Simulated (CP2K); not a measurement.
Two runs for the S L₂,₃ edge of sulfamide. Run A: CP2K XAS_TDP, all-electron GAPW, PBEh(45%), aug-cc-pVDZ, TDA, ZORA, spin–orbit coupling. Run B differs in one setting.

First lines with a strength over 0.0003. A:

```
                      atom  energy (eV)  states  strength, one atom
S2 (bonded to 2 N and 2 O)       170.62       1              0.0026
                                 170.64       1              0.0010
                                 170.74       2              0.0042
                                 170.76       2              0.0017
                                 170.99       2              0.0008
```

B:

```
                      atom  energy (eV)  states  strength, one atom
S2 (bonded to 2 N and 2 O)       173.76       1              0.0025
                                 173.79       1              0.0012
                                 173.89       2              0.0040
                                 173.91       2              0.0017
                                 174.15       2              0.0006
```

**Question.** Which was it: the functional, the basis, GW2X switched on?

GW2X switched on. GW2X shifts the lines nearly together; each 2p level gets its own shift. The lowest line over the strength cut lies at 173.76 eV, against 170.62 eV (PBEh(45%), aug-cc-pVDZ).

[Banner, clock and machine lines of the logs are left out without a mark of their own.]

[Logs are printed without paths, hosts, clocks, repeated set-up lines and the standing remarks that a program may print on its own settings, such as how far it seeks lower states.]

[Hosts, paths, dates, database ids (printed as entryN), source tags and the programs' standing remarks are cut or masked in the printed files.]
